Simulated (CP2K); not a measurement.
Two runs for the C K edge of mercaptoketene. Run A: CP2K XAS_TDP, all-electron GAPW, PBEh(45%), aug-cc-pVTZ, TDA, no relativity. Run B differs in one setting.

First lines with a strength over 0.0015. A:

```tsv
atom	energy (eV)	states	strength, one atom
C2 (bonded to C and O)	281.89	1	0.0764
	284.61	1	0.0742
	289.55	1	0.0022
	292.73	1	0.0046
	293.51	1	0.0018
C3 (bonded to C, S and H)	282.06	1	0.0040
	283.33	1	0.0331
	284.25	1	0.0075
	285.08	1	0.0148
	285.44	1	0.0203
```

B:

```tsv
atom	energy (eV)	states	strength, one atom
C2 (bonded to C and O)	287.24	1	0.0750
	289.96	1	0.0728
	294.90	1	0.0021
	298.08	1	0.0045
	298.86	1	0.0018
C3 (bonded to C, S and H)	286.07	1	0.0040
	287.34	1	0.0327
	288.26	1	0.0074
	289.08	1	0.0146
	289.45	1	0.0200
```

Question: Which was it: the basis, GW2X switched on, scalar relativity switched on, the functional?

GW2X switched on. GW2X shifts an atom's lines together and keeps their spacings. Against PBEh(45%) in aug-cc-pVTZ, the leading lines move by +5.35 eV (C2, to 287.24) and +4.01 eV (C3, to 287.34).

[Banner, clock and machine lines of the logs are left out without a mark of their own.]

[Logs are printed without paths, hosts, clocks, repeated set-up lines and the standing remarks that a program may print on its own settings, such as how far it seeks lower states.]

[Hosts, paths, dates, database ids (printed as entryN), source tags and the programs' standing remarks are cut or masked in the printed files.]
